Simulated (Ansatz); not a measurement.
# La on Hf(0001): change of the work function

Aim: the work function of Hf(0001) at several coverages of La (fcc site), and the dipole that each adsorbate carries.

Main program and level: Ansatz 0.2.0; plane-wave DFT, PBE, Ansatz PAW.

**1. Starting point**

The cell holds 4 atoms: 4 Hf. Cell: a = 3.200 Å, b = 3.200 Å, c = 25.594 Å, α = 90.0°, β = 90.0°, γ = 60.0°. Vacuum lies along c.

**2. The clean slab**

The bare slab comes first, as the zero from which every change is counted. The two lowest layers are held at bulk places and the upper ones relax. The dipole correction removes the false field that a one-sided slab makes across the periodic vacuum, so each face gets a flat vacuum level of its own.

Contents of input.yaml:

```yaml
crystal:
  lattice:
    - [3.2, 0.0, 0.0]
    - [1.6, 2.7712812921, 0.0]
    - [0.0, 0.0, 25.5936]
  atoms:
    - { symbol: Hf, position: [0.6666666667, 0.6666666667, 0.3516504126] }
    - { symbol: Hf, position: [0.0, 0.0, 0.4505501375] }
    - { symbol: Hf, position: [0.6666666667, 0.6666666667, 0.5494498625] }
    - { symbol: Hf, position: [0.0, 0.0, 0.6483495874] }
kpoints:
  mp_grid: { grid: [12, 12, 1] }
hamiltonian:
  xc: pbe
scf:
  occupations: { method: fermi_dirac, width: 0.1 }
  convergence: { dr2_threshold: 1.0e-08 }
efield:
  axis: 3
  dipole_correction: true
  ramp_position: 0.97
  ramp_width: 0.06
relax:
  f_tol: 0.02
  max_steps: 60
  constraints: [{ sites: [0, 1] }]
output:
  write_potential: true
  write_density: true
  volumetric_format: npy
```

Started as:

```
$ ansatz run input.yaml --threads 4 --pin off --max-ram 16384MiB --backend cpu --events-out ev --progress --plain --runs-dir out
```

Standard output:

```text
Engine: ansatz 0.2.0, aarch64-unknown-linux-gnu
Pseudopotentials: kind: paw
Pseudopotential: Hf, paw, valence charge 26, recommended cutoff 420 eV (normal), Hf.paw.azcp
Functional definition: PBE
  parameter kappa = 0.804
  parameter beta = 0.066725
  exchange = pbe_x(kappa = kappa, mu = beta*pi^2/3)
  correlation = pbe_c(beta = beta)
Crystal: 4 atoms, lattice volume = 226.967 Å³
Basis set: ecut = 420 eV, 4501 PW (Γ), exchange–correlation on 48×48×360 points (8 copies of the dense FFT grid, shifted against one another)
Bands: 63, of which v1, the nominal top of the filled ones, is band 52 counted from 1 (51 counted from 0)
Symmetry: 6 space group operations
k-points: 19 of 144 (time reversal used)
Non-local potential: Hf, projectors of the file, l = 0: 3, l = 1: 2, l = 2: 2, l = 3: 3
PAW form: soft (Blöchl's): semilocal exchange-correlation on the pseudo side does not see the compensation charge
PAW one-centre angular grid: Hf, 590 points (default); XC on 64 Gauss nodes
Initial density: superposition of atomic densities (neutral atoms: chi_scale 0, normalization atom), corrected by the library's trained network
Initial wavefunctions: pseudopotential atomic-orbital guess
Functional: x = pbe(κ = 0.804, μ = 0.219515), c = pbe(β = 0.066725)
SCF iter   1: F=—  HF=-62883.574226 eV  |F-HF|=—  |Δ(HF+E_count)|=         —  Δρ=6.91e-3  dr2=2.48e0  ethr=1.77e-3  p=0.000 e·Å  D=2.71e-14 V/Å  ΔV_dip=-0.00 eV  dr2_dipole=5.24e-7  V_vac-E_F(+/−)=4.47/4.47 eV  ⟨swp⟩=5.7  Hψ=3956  notcnv=0
efield: sawtooth ramp at fractional position 0.9700 (set: `efield.ramp_position`, or a place that a band, a saddle search or an elastic batch's reference lends), width 0.0600; the density the first Hamiltonian is built on has a dipole p = 0.000 e·Å; the dipole correction subtracts the counter field D = 2.71e-14 V/Å, which shifts the + side's vacuum level by -0.00 eV against the − side's; the planar-averaged density in the ramp window peaks in size at 2.6e-5 e/Å³
preconditioner: auto → LDOS  [metal: Δε(μ)=0.011 eV  Ē_g=17.068 eV  σ=0.100 eV  W_gap=0.03  n_scr=60 (ndim 8)  ℏωp=24.1 eV  f_vac=0.553  D(μ)=6.26/eV (n_scr^D=18)  β→1.0]
SCF iter   2: F=—  HF=-62883.510512 eV  |F-HF|=—  |Δ(HF+E_count)|=   6.37e-2  Δρ=2.12e-3  dr2=5.30e-2  ethr=1.77e-3  p=-0.000 e·Å  D=-3.82e-6 V/Å  ΔV_dip=0.00 eV  dr2_dipole=6.74e-7  V_vac-E_F(+/−)=4.35/4.35 eV  ⟨swp⟩=2.1  Hψ=1531  notcnv=0  defer=7
SCF iter   3: F=—  HF=-62883.507732 eV  |F-HF|=—  |Δ(HF+E_count)|=   2.78e-3  Δρ=1.29e-3  dr2=1.82e-2  ethr=5.10e-5  p=0.000 e·Å  D=2.75e-6 V/Å  ΔV_dip=-0.00 eV  dr2_dipole=1.17e-7  V_vac-E_F(+/−)=4.38/4.38 eV  ⟨swp⟩=2.0  Hψ=2304  notcnv=0  defer=7
SCF iter   4: F=—  HF=-62883.506374 eV  |F-HF|=—  |Δ(HF+E_count)|=   1.36e-3  Δρ=3.13e-4  dr2=1.35e-3  ethr=1.75e-5  p=0.000 e·Å  D=1.63e-6 V/Å  ΔV_dip=-0.00 eV  dr2_dipole=2.59e-8  V_vac-E_F(+/−)=4.37/4.37 eV  ⟨swp⟩=1.8  Hψ=1505  notcnv=0  defer=7
SCF iter   5: F=—  HF=-62883.506585 eV  |F-HF|=—  |Δ(HF+E_count)|=   2.11e-4  Δρ=1.18e-4  dr2=3.29e-5  ethr=1.30e-6  p=0.000 e·Å  D=8.47e-7 V/Å  ΔV_dip=-0.00 eV  dr2_dipole=1.09e-8  V_vac-E_F(+/−)=4.36/4.36 eV  ⟨swp⟩=1.8  Hψ=1734  notcnv=0  defer=7
SCF iter   6: F=—  HF=-62883.506637 eV  |F-HF|=—  |Δ(HF+E_count)|=   5.19e-5  Δρ=4.63e-5  dr2=7.25e-6  ethr=3.16e-8  p=0.000 e·Å  D=5.79e-7 V/Å  ΔV_dip=-0.00 eV  dr2_dipole=1.52e-8  V_vac-E_F(+/−)=4.36/4.36 eV  ⟨swp⟩=2.2  Hψ=2138  notcnv=0  defer=7
SCF iter   7: F=—  HF=-62883.506507 eV  |F-HF|=—  |Δ(HF+E_count)|=   1.30e-4  Δρ=1.59e-5  dr2=7.02e-7  ethr=6.97e-9  p=0.000 e·Å  D=3.08e-7 V/Å  ΔV_dip=-0.00 eV  dr2_dipole=4.33e-9  V_vac-E_F(+/−)=4.36/4.36 eV  ⟨swp⟩=2.1  Hψ=2094  notcnv=0  defer=7
SCF iter   8: F=—  HF=-62883.506508 eV  |F-HF|=—  |Δ(HF+E_count)|=   1.20e-6  Δρ=6.71e-6  dr2=1.23e-7  ethr=6.75e-10  p=0.000 e·Å  D=2.18e-7 V/Å  ΔV_dip=-0.00 eV  dr2_dipole=8.53e-10  V_vac-E_F(+/−)=4.36/4.36 eV  ⟨swp⟩=2.1  Hψ=2101  notcnv=0  defer=7
SCF iter   9: F=—  HF=-62883.506508 eV  |F-HF|=—  |Δ(HF+E_count)|=   2.68e-7  Δρ=2.35e-6  dr2=1.92e-8  ethr=1.18e-10  p=0.000 e·Å  D=1.16e-7 V/Å  ΔV_dip=-0.00 eV  dr2_dipole=6.93e-14  V_vac-E_F(+/−)=4.36/4.36 eV  ⟨swp⟩=2.1  Hψ=2128  notcnv=0  defer=7
SCF iter  10: F=-62883.506508 eV  HF=-62883.506508 eV  |F-HF|=1.14e-8  |Δ(HF+E_count)|=   5.79e-8  Δρ=9.35e-7  dr2=3.60e-9  ethr=9.62e-12  p=0.000 e·Å  D=6.53e-8 V/Å  ΔV_dip=-0.00 eV  dr2_dipole=3.71e-14  V_vac-E_F(+/−)=4.36/4.36 eV  ⟨swp⟩=9.3  Hψ=8899  notcnv=0
SCF 1 converged in 10 iterations: F = -62883.506508 eV  dr2 = 3.60e-9
  greatest PAW one-centre occupation: 0.999 electrons in one spin orbital (limit 2), on the Hf atom at site 0 (counted from 0), in its partial waves of l = 0
relax step   1: F+E_penalty+E_count = -62883.50650814 eV  Δ(F+E_penalty+E_count) = +0.000e0 eV  max|allowed force component| = 8.192e-1 eV/Å  Δτ_max = 0.0000 Å  (10 SCF iters, accepted)
Initial density: handed on by an earlier stage of this run
Initial wavefunctions: those handed on with the density
SCF iter   1: F=—  HF=-62883.670937 eV  |F-HF|=—  |Δ(HF+E_count)|=         —  Δρ=9.48e-3  dr2=3.84e0  ethr=3.10e-3  p=0.000 e·Å  D=6.60e-8 V/Å  ΔV_dip=-0.00 eV  dr2_dipole=9.17e-1  V_vac-E_F(+/−)=4.38/4.38 eV  ⟨swp⟩=4.2  Hψ=2490  notcnv=0  defer=4
efield: sawtooth ramp at fractional position 0.9700 (set: `efield.ramp_position`, or a place that a band, a saddle search or an elastic batch's reference lends), width 0.0600; the density the first Hamiltonian is built on has a dipole p = 0.000 e·Å; the dipole correction subtracts the counter field D = 6.60e-8 V/Å, which shifts the + side's vacuum level by -0.00 eV against the − side's; the planar-averaged density in the ramp window peaks in size at 1.4e-7 e/Å³
preconditioner: auto → LDOS  [metal: Δε(μ)=0.008 eV  Ē_g=17.092 eV  σ=0.100 eV  W_gap=0.02  n_scr=60 (ndim 8)  ℏωp=24.1 eV  f_vac=0.557  D(μ)=5.33/eV (n_scr^D=16)  β→1.0]
SCF iter   2: F=—  HF=-62883.538296 eV  |F-HF|=—  |Δ(HF+E_count)|=   1.33e-1  Δρ=5.98e-3  dr2=4.50e-1  ethr=3.10e-3  p=0.009 e·Å  D=7.20e-3 V/Å  ΔV_dip=-0.18 eV  dr2_dipole=3.63e-2  V_vac-E_F(+/−)=4.18/4.36 eV  ⟨swp⟩=2.5  Hψ=1712  notcnv=0  defer=10
SCF iter   3: F=—  HF=-62883.508561 eV  |F-HF|=—  |Δ(HF+E_count)|=   2.97e-2  Δρ=2.78e-3  dr2=4.73e-2  ethr=4.33e-4  p=0.006 e·Å  D=4.46e-3 V/Å  ΔV_dip=-0.11 eV  dr2_dipole=3.42e-5  V_vac-E_F(+/−)=4.27/4.38 eV  ⟨swp⟩=3.0  Hψ=2355  notcnv=0  defer=10
[...]
SCF iter   7: F=—  HF=-62883.565817 eV  |F-HF|=—  |Δ(HF+E_count)|=   2.18e-6  Δρ=1.74e-5  dr2=7.22e-7  ethr=1.52e-8  p=0.002 e·Å  D=1.44e-3 V/Å  ΔV_dip=-0.04 eV  dr2_dipole=8.37e-8  V_vac-E_F(+/−)=4.34/4.38 eV  ⟨swp⟩=2.1  Hψ=2209  notcnv=0  defer=8
SCF iter   8: F=—  HF=-62883.565680 eV  |F-HF|=—  |Δ(HF+E_count)|=   1.37e-4  Δρ=6.75e-6  dr2=4.18e-7  ethr=6.94e-10  p=0.002 e·Å  D=1.36e-3 V/Å  ΔV_dip=-0.03 eV  dr2_dipole=1.31e-7  V_vac-E_F(+/−)=4.34/4.38 eV  ⟨swp⟩=2.2  Hψ=2159  notcnv=0  defer=8
SCF iter   9: F=—  HF=-62883.565680 eV  |F-HF|=—  |Δ(HF+E_count)|=   1.20e-7  Δρ=2.37e-6  dr2=6.97e-8  ethr=4.02e-10  p=0.002 e·Å  D=1.34e-3 V/Å  ΔV_dip=-0.03 eV  dr2_dipole=2.16e-8  V_vac-E_F(+/−)=4.34/4.38 eV  ⟨swp⟩=2.3  Hψ=1598  notcnv=0  defer=8
SCF iter  10: F=—  HF=-62883.565680 eV  |F-HF|=—  |Δ(HF+E_count)|=   2.58e-8  Δρ=9.36e-7  dr2=2.09e-8  ethr=6.70e-11  p=0.002 e·Å  D=1.33e-3 V/Å  ΔV_dip=-0.03 eV  dr2_dipole=7.64e-9  V_vac-E_F(+/−)=4.34/4.38 eV  ⟨swp⟩=2.1  Hψ=1661  notcnv=0  defer=8
SCF iter  11: F=-62883.565680 eV  HF=-62883.565680 eV  |F-HF|=6.62e-10  |Δ(HF+E_count)|=   3.39e-9  Δρ=3.51e-7  dr2=1.45e-9  ethr=9.62e-12  p=0.002 e·Å  D=1.32e-3 V/Å  ΔV_dip=-0.03 eV  dr2_dipole=2.40e-10  V_vac-E_F(+/−)=4.34/4.38 eV  ⟨swp⟩=9.8  Hψ=9095  notcnv=0
SCF 3 converged in 11 iterations: F = -62883.565680 eV  dr2 = 1.45e-9
relax step   3: F+E_penalty+E_count = -62883.56567999 eV  Δ(F+E_penalty+E_count) = -5.917e-2 eV  max|allowed force component| = 1.717e-1 eV/Å  Δτ_max = 0.0893 Å  (11 SCF iters, accepted)
[...]
relax step   4: F+E_penalty+E_count = -62883.56763627 eV  Δ(F+E_penalty+E_count) = -1.956e-3 eV  max|allowed force component| = 4.706e-2 eV/Å  Δτ_max = 0.0184 Å  (8 SCF iters, accepted)
SCF iter   1: F=—  HF=-62883.568121 eV  |F-HF|=—  |Δ(HF+E_count)|=         —  Δρ=3.45e-4  dr2=2.61e-3  ethr=5.67e-5  p=0.003 e·Å  D=2.04e-3 V/Å  ΔV_dip=-0.05 eV  dr2_dipole=3.65e-5  V_vac-E_F(+/−)=4.33/4.38 eV  ⟨swp⟩=2.0  Hψ=1658  notcnv=0  defer=9
efield: sawtooth ramp at fractional position 0.9700 (set: `efield.ramp_position`, or a place that a band, a saddle search or an elastic batch's reference lends), width 0.0600; the density the first Hamiltonian is built on has a dipole p = 0.003 e·Å; the dipole correction subtracts the counter field D = 2.04e-3 V/Å, which shifts the + side's vacuum level by -0.05 eV against the − side's; the planar-averaged density in the ramp window peaks in size at 1.6e-7 e/Å³
preconditioner: auto → LDOS  [metal: Δε(μ)=0.009 eV  Ē_g=17.042 eV  σ=0.100 eV  W_gap=0.02  n_scr=60 (ndim 8)  ℏωp=24.1 eV  f_vac=0.554  D(μ)=6.18/eV (n_scr^D=18)  β→1.0]
SCF iter   2: F=—  HF=-62883.567979 eV  |F-HF|=—  |Δ(HF+E_count)|=   1.42e-4  Δρ=1.79e-4  dr2=3.66e-4  ethr=2.51e-6  p=0.002 e·Å  D=1.74e-3 V/Å  ΔV_dip=-0.04 eV  dr2_dipole=1.22e-5  V_vac-E_F(+/−)=4.34/4.38 eV  ⟨swp⟩=2.0  Hψ=1515  notcnv=0  defer=9
SCF iter   3: F=—  HF=-62883.567967 eV  |F-HF|=—  |Δ(HF+E_count)|=   1.25e-5  Δρ=8.58e-5  dr2=3.95e-5  ethr=3.52e-7  p=0.002 e·Å  D=1.86e-3 V/Å  ΔV_dip=-0.05 eV  dr2_dipole=3.65e-8  V_vac-E_F(+/−)=4.33/4.38 eV  ⟨swp⟩=2.0  Hψ=2093  notcnv=0  defer=9
SCF iter   4: F=—  HF=-62883.567971 eV  |F-HF|=—  |Δ(HF+E_count)|=   4.31e-6  Δρ=2.41e-5  dr2=7.73e-6  ethr=3.79e-8  p=0.002 e·Å  D=1.84e-3 V/Å  ΔV_dip=-0.05 eV  dr2_dipole=2.66e-6  V_vac-E_F(+/−)=4.33/4.38 eV  ⟨swp⟩=2.0  Hψ=2095  notcnv=0  defer=9
SCF iter   5: F=—  HF=-62883.567835 eV  |F-HF|=—  |Δ(HF+E_count)|=   1.36e-4  Δρ=9.27e-6  dr2=2.80e-7  ethr=7.43e-9  p=0.002 e·Å  D=1.84e-3 V/Å  ΔV_dip=-0.05 eV  dr2_dipole=1.37e-9  V_vac-E_F(+/−)=4.33/4.38 eV  ⟨swp⟩=2.0  Hψ=1657  notcnv=0  defer=9
SCF iter   6: F=—  HF=-62883.567835 eV  |F-HF|=—  |Δ(HF+E_count)|=   7.87e-8  Δρ=3.23e-6  dr2=5.28e-8  ethr=2.69e-10  p=0.002 e·Å  D=1.85e-3 V/Å  ΔV_dip=-0.05 eV  dr2_dipole=4.35e-9  V_vac-E_F(+/−)=4.33/4.38 eV  ⟨swp⟩=2.0  Hψ=2116  notcnv=0  defer=9
SCF iter   7: F=—  HF=-62883.567835 eV  |F-HF|=—  |Δ(HF+E_count)|=   3.57e-8  Δρ=1.30e-6  dr2=1.03e-8  ethr=9.62e-12  p=0.002 e·Å  D=1.86e-3 V/Å  ΔV_dip=-0.05 eV  dr2_dipole=3.94e-10  V_vac-E_F(+/−)=4.33/4.38 eV  ⟨swp⟩=10.3  Hψ=9635  notcnv=0
SCF iter   8: F=-62883.567835 eV  HF=-62883.567835 eV  |F-HF|=5.09e-11  |Δ(HF+E_count)|=   6.89e-9  Δρ=5.25e-7  dr2=1.69e-9  ethr=9.62e-12  p=0.002 e·Å  D=1.86e-3 V/Å  ΔV_dip=-0.05 eV  dr2_dipole=5.32e-10  V_vac-E_F(+/−)=4.33/4.38 eV  ⟨swp⟩=9.7  Hψ=8498  notcnv=0
SCF 5 converged in 8 iterations: F = -62883.567835 eV  dr2 = 1.69e-9
relax step   5: F+E_penalty+E_count = -62883.56783470 eV  Δ(F+E_penalty+E_count) = -1.984e-4 eV  max|allowed force component| = 1.704e-3 eV/Å  Δτ_max = 0.0094 Å  (8 SCF iters, accepted)
NSCF: frozen V_eff on 19 k-points
the band table was solved once a step of the walk had ended and its energy, with any forces and stress, was formed, with the checks that follow a solve (5245 applications of the Hamiltonian). They found nothing against the state; the energy, forces and stress were not computed again (output.eigenvalues in the input reference)
WARN: The output density's exchange-correlation potential varies sharply where the density is thin. Do not read a vacuum level from v_tot or v_xc, or from such a field of the output density. On a cell that repeats whose density bears no net charge and no dipole along the vacuum's axis use v_es (v_loc + v_h of the components); under efield.dipole_correction with no amplitude use v_es + v_field, which holds any externa [...]
SCF converged after 8 iterations
Free energy (F): -62883.567835 eV
Harris-Foulkes:  -62883.567835 eV  (|F-HF|=5.09e-11)
Internal energy: -62883.372085 eV  (E = F + TS)
E sigma→0 (E₀):  -62883.469960 eV
Entropy (-TS):   -0.195750 eV (-48.937 meV/atom)
Fermi energy:    5.322127 eV
Dipole field:    D = 0.001891 V/Å  (p = 0.002372 e·Å, saw-weighted, corrected)
Work function:   Φ+ = 4.3323 eV   Φ− = 4.3807 eV
Levels:          The Fermi level and band energies are counted from a zero that moves with the ramp; work functions are not
--- Per-component energies (eV) ---
  E_band       = -1375.554868
  E_kinetic    = 1692.852933
  E_local      = -198039.683772  (includes V_loc(G=0)·N_el)
  E_nonlocal   = -4977.793772
  E_hartree    = 97660.541322
  E_xc         = -1197.750381
  E_vxc        = -1061.044369  (∫ρ·V_xc dr)
  E_paw        = -27710.418735  (= ΣΔE_a)
  E_vpaw       = 5689.037659  (= ΣTr[D̂ρ^β])
  E_aug_tail   = -0.000005  (compensation charges beyond the density's cutoff)
  E_efield     = 0.000002  (sawtooth field / dipole correction)
  E_vefield    = -0.003193  (∫n·V_field dr)
  E_ewald      = 69688.880323
  E_smearing   = -0.195750  (= −TS)
  E_closure    = -0.000000  (closes the sum)
  Σ components = -62883.567835   (vs F -62883.567835, Δ=0.00e0)
--- Forces (eV/Å), atoms counted from 1 ---
  atom   1  Hf    -0.00000000     0.00000000     0.66028476
  atom   2  Hf     0.00000000    -0.00000000    -0.65727949
  atom   3  Hf    -0.00000000     0.00000000    -0.00130238
  atom   4  Hf     0.00000000    -0.00000000    -0.00170409
  max |Σ_I F_I| component: 1.19e-6 eV/Å
--- Band table (eV; the first three rows and the last of 19) ---
  k-point 0: bands = [... 48 lower, 5.0697, 5.3423, 5.7534, 6.0479, 6.3967, 6.3967, 6.4979, 6.4979, ... 7 higher]
  k-point 1: bands = [... 48 lower, 4.9871, 5.2870, 5.5948, 5.9285, 6.2135, 6.2357, 6.5548, 6.5574, ... 7 higher]
  k-point 2: bands = [... 48 lower, 4.6880, 4.9972, 5.1933, 5.5914, 5.7265, 5.9912, 6.3752, 6.6642, ... 7 higher]
  k-point 18: bands = [... 48 lower, 4.0352, 4.2042, 4.2896, 5.2805, 5.3081, 5.4817, 5.5196, 5.7372, ... 7 higher]
--- Relaxed structure (5 steps of the walk, 4 accepted, 0 SCFs on fresh bases) ---
  F+E_penalty+E_count = -62883.56783470 eV   max|allowed force component| = 1.704e-3 eV/Å
  atoms:
    - { symbol: Hf, position: [0.666667, 0.666667, 0.3516504126] }
    - { symbol: Hf, position: [0.0, 0.0, 0.4505501375] }
    - { symbol: Hf, position: [0.666667, 0.666667, 0.553686] }
    - { symbol: Hf, position: [0, 0, 0.646654] }
```

Run time: 34 s. Hardware: 4 threads of Arm Neoverse V1, shared host; peak memory 0.71 GiB; 2.2 min of CPU time.

In the SCF lines HF is the Harris–Foulkes energy and dr2 the Hartree energy of the density residual, in eV; the loop may stop once dr2 is under the threshold and the program's other checks hold. Hψ counts applications of the Hamiltonian.

Step by step:

| step | energy less that of the first step (eV) | largest force component (eV/Å) |
| --- | --- | --- |
| 1 | 0.0000 | 0.8192 |
| 2 | 0.0064 | 1.1135 |
| 3 | -0.0592 | 0.1717 |
| 4 | -0.0611 | 0.0471 |
| 5 | -0.0613 | 0.0017 |

Relaxation step 2 was tried and not accepted.

Forces are held to the 6 operations that the program found; a distortion that breaks them can't arise in this run.

The atoms that moved most (Å):

| atom | dx | dy | dz | length |
| --- | --- | --- | --- | --- |
| Hf3 | 0.000 | 0.000 | 0.108 | 0.108 |
| Hf4 | 0.000 | 0.000 | -0.043 | 0.043 |

Final coordinates:

```xyz
4
Lattice="3.2000 0.0000 0.0000 1.6000 2.7713 0.0000 0.0000 0.0000 25.5936" Properties=species:S:1:pos:R:3
Hf    3.2000    1.8475    9.0000
Hf    0.0000    0.0000   11.5312
Hf    3.2000    1.8475   14.1708
Hf    0.0000    0.0000   16.5502
```

Read from the output:

```yaml
energy_at_zero_smearing: -62883.4700 eV
work_function_upper_face: 4.332 eV
work_function_lower_face: 4.381 eV
dipole_along_the_normal: 0.002372 e·Å
step_between_the_vacuum_levels: -0.04841 eV
```

Running mean over 2.5312 Å of the planar mean; the ramp of the sawtooth is left out. Electron's electrostatic potential energy less the Fermi level against z:

| z (Å) | electron's electrostatic potential energy less the Fermi level (eV) |
| --- | --- |
| 3.0 | 4.38 |
| 3.5 | 4.38 |
| 4.0 | 4.38 |
| 4.5 | 4.37 |
| 5.0 | 4.35 |
| 5.5 | 4.30 |
| 6.0 | 4.13 |
| 6.5 | 3.64 |
| 7.0 | 2.31 |
| 7.5 | -0.568 |
| 8.0 | -4.04 |
| 8.5 | -6.61 |
| 9.0 | -7.41 |
| 9.5 | -7.41 |
| 10.0 | -7.30 |
| 10.5 | -7.25 |
| 11.0 | -7.26 |
| 11.5 | -7.25 |
| 12.0 | -7.07 |
| 12.5 | -6.75 |
| 13.0 | -6.68 |
| 13.5 | -6.90 |
| 14.0 | -7.23 |
| 14.5 | -7.58 |
| 15.0 | -8.07 |
| 15.5 | -8.20 |
| 16.0 | -7.96 |
| 16.5 | -7.55 |
| 17.0 | -6.75 |
| 17.5 | -4.37 |
| 18.0 | -0.937 |
| 18.5 | 2.06 |
| 19.0 | 3.51 |
| 19.5 | 4.05 |
| 20.0 | 4.24 |
| 20.5 | 4.30 |
| 21.0 | 4.32 |
| 21.5 | 4.33 |
| 22.0 | 4.33 |
| 22.5 | 4.33 |

The relaxation took 5 steps and lowered the energy by 0.061 eV; the largest force on the free atoms ends at 0.0017 eV/Å.

The work function of the upper face is 4.33 eV.

[end of part 1 of 3]

[Long decimals in the printed logs are rounded to 6 places.]

[Logs are printed without paths, hosts, clocks, repeated set-up lines and the standing remarks that a program may print on its own settings, such as how far it seeks lower states.]

[Hosts, paths, dates, database ids (printed as entryN), source tags and the programs' standing remarks are cut or masked in the printed files.]

[Maps of the electrostatic potential energy from Ansatz leave out the sawtooth potential of an applied field or a dipole correction, so their vacuum need not be flat; planar profiles and work functions include it.]
